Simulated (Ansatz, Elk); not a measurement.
## How far do independent atoms describe ZnPbO2?

Structure refinements treat a crystal as free atoms side by side. For a made-up structure of ZnPbO2 (cell and positions from a r2SCAN relaxation) the runs below show what the calculated density changes in F(hkl).

Calculated with Elk 11.2.3 (patched build); DFT, PBE, all-electron APW+lo, Dirac cores, scalar-relativistic bands, static density, no spin.

This account leaves out most program logs.

The structure was built from a prototype and need not be the compound's stable phase.

## 1. Starting point

Symmetry: P4/nmm, No. 129, tetragonal system. Conventional cell: a = 3.867 Å, b = 3.867 Å, c = 7.491 Å, α = 90.00°, β = 90.00°, γ = 90.00°. Nearest to Pb lie 5 O at 2.31 to 2.74 Å. Nearest to Zn lie 5 O at 2.04 to 2.06 Å. O has 1 Zn at 2.06 Å and 5 Pb at 2.31 to 2.74 Å nearest. O has 4 Zn at 2.04 Å nearest. Farther neighbours and most contacts between anions are not listed.

Structure file:

```cif
data_structure
_symmetry_space_group_name_H-M 'P 1'
_symmetry_Int_Tables_number 1
_cell_length_a 3.8670
_cell_length_b 3.8670
_cell_length_c 7.4914
_cell_angle_alpha 90.000
_cell_angle_beta 90.000
_cell_angle_gamma 90.000
_cell_volume 112.02
loop_
_atom_site_label
_atom_site_type_symbol
_atom_site_fract_x
_atom_site_fract_y
_atom_site_fract_z
_atom_site_occupancy
Pb1 Pb 0.00000 0.50000 0.16939 1
Pb2 Pb 0.50000 0.00000 0.83061 1
Zn3 Zn 0.00000 0.50000 0.58549 1
Zn4 Zn 0.50000 0.00000 0.41451 1
O5 O 0.00000 0.50000 0.86100 1
O6 O 0.50000 0.00000 0.13900 1
O7 O 0.50000 0.50000 0.50000 1
O8 O 0.00000 0.00000 0.50000 1
```

## 2. Ground state and structure factors

An all-electron density is needed, since X-rays see the cores too. Task 0 finds the density and task 195 Fourier-transforms it; tshift is off so that phases refer to the origin typed.

The input, elk.in:

```
tasks
  0
  195

xctype
  20

spinpol
  .false.

rgkmax
  7.0

gmaxvr
  14.0

lmaxo
  7

lmaxapw
  8

swidth
  0.002

tshift
  .false.

ramdisk
  .false.

hmaxvr
  5.5

maxscl
  120

epspot
  1e-06

sppath
  './'

avec
  7.30748892967 0.00000000000 -0.00000000000
  0.00000000000 7.30748892967 0.00000000000
  0.00000000000 0.00000000000 14.15671466487

atoms
  3
  'Pb.in'
  2
  0.0000000000 0.5000000000 0.1693857166   0.000000 0.000000 0.000000
  0.5000000000 0.0000000000 0.8306142834   0.000000 0.000000 0.000000
  'Zn.in'
  2
  -0.0000000000 0.5000000000 0.5854905607   0.000000 0.000000 0.000000
  0.5000000000 -0.0000000000 0.4145094393   0.000000 0.000000 0.000000
  'O.in'
  4
  -0.0000000000 0.5000000000 0.8609966744   0.000000 0.000000 0.000000
  0.5000000000 -0.0000000000 0.1390033256   0.000000 0.000000 0.000000
  0.5000000000 0.5000000000 0.5000000000   0.000000 0.000000 0.000000
  -0.0000000000 -0.0000000000 0.5000000000   0.000000 0.000000 0.000000

ngridk
  6 6 3
```

The run is started by

```
> OMP_NUM_THREADS=4 elk
```

The job ended after 70 s (4 threads of Arm Neoverse V2, shared host; peak memory 0.29 GiB; 3.7 min of CPU time).

SFACRHO.OUT:

```text

h k l indices transformed by vhmat matrix:
   1.000000000       0.000000000       0.000000000    
   0.000000000       1.000000000       0.000000000    
   0.000000000       0.000000000       1.000000000    

      h      k      l  multipl.   |H|            Re(F)            Im(F)           |F|

      0      0      0      1   0.0000000       256.00000     -0.64929259E-16   256.00000    
      0      0     -1      2  0.44383075       21.964519      0.40276963E-14   21.964519    
      0      1      0      4  0.85982823      0.39341446E-14  0.13407512E-13  0.13972791E-13
      0      0      2      2  0.88766150      -42.279793      0.81878257E-14   42.279793    
     -1      0      1      4  0.96762096     -0.28850394E-13   91.970074       91.970074    
     -1      0     -1      4  0.96762096      0.19670723E-13  -91.970074       91.970074    
     -1     -1      0      4   1.2159808      -191.40588     -0.23608816E-13   191.40588    
      0      1      2      4   1.2358186      0.19670723E-14  -151.18294       151.18294    
     -1      0      2      4   1.2358186     -0.15736579E-13   151.18294       151.18294    
      1      1     -1      8   1.2944477      -45.635272      0.10345402E-13   45.635272    
      0      0     -3      2   1.3314923      -158.68658     -0.94096990E-14   158.68658    
      1      1     -2      8   1.5055073       61.910871      0.68288666E-14   61.910871    
     -1      0     -3      4   1.5849846      0.20982105E-13   57.578475       57.578475    
     -1      0      3      4   1.5849846      0.27539012E-13  -57.578475       57.578475    
      2      0      0      4   1.7196565       192.98719     -0.23613244E-13   192.98719    
      0      0      4      2   1.7753230      -79.659412     -0.37006122E-13   79.659412    
      0      2      1      4   1.7760079       21.504250     -0.23224256E-13   21.504250    
      0     -2     -1      4   1.7760079       21.504250      0.23628420E-13   21.504250
```

Elk indexes on the primitive cell of elk.in and gives |H| = 4π sin θ/λ in inverse bohr. Below, one row stands for each form hkl of the conventional cell (m members, Friedel mates merged), F is for one primitive cell and the density is static (no thermal factor). Free-atom factors are Waasmaier and Kirfel's, and R is Σm||F|−|F'||/Σm|F|.

```csv
hkl,m,sin θ/λ (Å⁻¹),"abs F, DFT",neutral atoms,diff.,abs of complex diff.,ions,diff.
001,2,0.067,21.965,22.205,-0.241,0.241,22.255,-0.290
100,4,0.129,0.000,0.000,+0.000,0.000,0.000,+0.000
002,2,0.134,42.280,42.795,-0.515,0.515,41.473,+0.807
101,8,0.145,91.970,92.502,-0.532,0.532,91.384,+0.587
110,4,0.183,191.406,191.683,-0.277,0.277,191.581,-0.175
102,8,0.186,151.183,152.013,-0.830,0.830,151.118,+0.065
111,8,0.195,45.635,44.603,+1.033,1.033,45.927,-0.292
003,2,0.200,158.687,157.857,+0.830,0.830,159.252,-0.565
112,8,0.226,61.911,61.303,+0.608,0.608,61.763,+0.148
103,8,0.238,57.578,57.544,+0.034,0.034,57.892,-0.313
200,4,0.259,192.987,192.774,+0.213,0.213,193.435,-0.448
004,2,0.267,79.659,79.810,-0.151,0.151,80.019,-0.360
201,8,0.267,21.504,21.430,+0.074,0.074,21.248,+0.256
113,8,0.271,124.625,124.634,-0.009,0.009,124.760,-0.135
```

The ions are Zn2+, Pb2+ and O2−, by formal charge.

## 3. The highest occupied states alone

An energy window below the Fermi level keeps the highest occupied states, to see at which angles they scatter; shallow core shells can lie inside it and anion s states outside. No new self-consistency is needed.

elk.in, as its differences from that of step 2:

```diff
@@ -1,3 +1,2 @@
 tasks
-  0
   195
@@ -40,2 +39,5 @@
 
+wsfac
+  -0.302830 0.548410
+
 sppath
```

The run is started by

```
> OMP_NUM_THREADS=4 elk
```

Wall time 15 s (4 threads); peak memory 0.19 GiB.

States within 15 eV below the Fermi level hold 48.00 electrons; any levels below the window count with the cores. Their amplitudes can exceed the total, where window and core parts have opposite phase:

```csv
hkl,sin θ/λ (Å⁻¹),"abs F, window","abs F, all"
001,0.067,19.167,21.965
100,0.129,0.000,0.000
002,0.134,13.313,42.280
101,0.145,12.633,91.970
110,0.183,16.662,191.406
102,0.186,8.681,151.183
111,0.195,3.637,45.635
003,0.200,10.025,158.687
112,0.226,0.829,61.911
103,0.238,15.709,57.578
```

## 4. Another functional

The difference from free atoms is small, so it is set against the change that LDA (Perdew-Wang) makes.

elk.in, as its differences from that of step 3:

```diff
@@ -1,2 +1,3 @@
 tasks
+  0
   195
@@ -4,3 +5,3 @@
 xctype
-  20
+  3
 
@@ -39,5 +40,2 @@
 
-wsfac
-  -0.302830 0.548410
-
 sppath
```

The run is started by

```
> OMP_NUM_THREADS=4 elk
```

Run time: 55 s. Hardware: 4 threads; peak memory 0.21 GiB.

Against the first run R = 0.02 %; the largest change is -0.137 at 200.

## 5. Basis size

The basis and the expansions that go with it are enlarged, to see whether the differences are converged.

elk.in, as its differences from that of step 4:

```diff
@@ -5,3 +5,3 @@
 xctype
-  3
+  20
 
@@ -11,12 +11,12 @@
 rgkmax
-  7.0
+  8.5
 
 gmaxvr
-  14.0
+  18.0
 
 lmaxo
-  7
+  9
 
 lmaxapw
-  8
+  10
```

The run is started by

```
> OMP_NUM_THREADS=4 elk
```

The job ended after 4 min (4 threads; peak memory 0.56 GiB).

Against the first run R = 0.01 %; the largest change is +0.042 at 220.

## 6. Settings against the effect

```csv
run,R against the first run (%),"R against neutral atoms, low angle (%)",wall time
"PBE, rgkmax 7",0.00,0.40,70 s
LDA (Perdew-Wang),0.02,0.39,55 s
rgkmax 8.5 with larger expansions,0.01,0.40,4 min
```

## 7. Results

- R against neutral atoms, sin θ/λ < 0.3 Å⁻¹: 0.40 %
- R against neutral atoms, 0.3 to 0.74 Å⁻¹: 0.07 %
- R against ions, below 0.3 Å⁻¹: 0.31 %

Independent neutral atoms miss the calculated amplitudes by R = 0.40 % below 0.3 Å⁻¹ and 0.07 % from there to 0.74 Å⁻¹; by shells, 0.67 % below 0.15 Å⁻¹ (3 forms), 0.37 % 0.15 to 0.3 (13 forms), 0.10 % 0.3 to 0.45 (24 forms), 0.06 % above 0.45 (101 forms). Bonding, aspherical density and the tables' own atoms all enter these figures, and the runs don't part them. The largest change of an amplitude is +1.03 electrons, at 111. Formal ions give R = 0.31 % at low angle, nearer than neutral atoms. The window's part falls from 48.0 electrons at the origin to at most 6.31 between 0.45 and 0.74 Å⁻¹, where compact states inside the window still scatter. Below 0.3 Å⁻¹ the changes that finished (LDA (Perdew-Wang) and rgkmax 8.5 with larger expansions) move F by R = 0.05 % at most, against the 0.40 % that separates it from free atoms. The k-mesh has no finished test. Spin-orbit coupling is left out, which can matter for elements this heavy. Part of the difference isn't bonding: the tables are fits to free atoms and ions calculated by other methods than this functional. Thermal motion, anomalous dispersion and extinction are left out.

[Logs are printed without paths, hosts, clocks, repeated set-up lines and the standing remarks that a program may print on its own settings, such as how far it seeks lower states.]

[Hosts, paths, dates, database ids (printed as entryN), source tags and the programs' standing remarks are cut or masked in the printed files.]
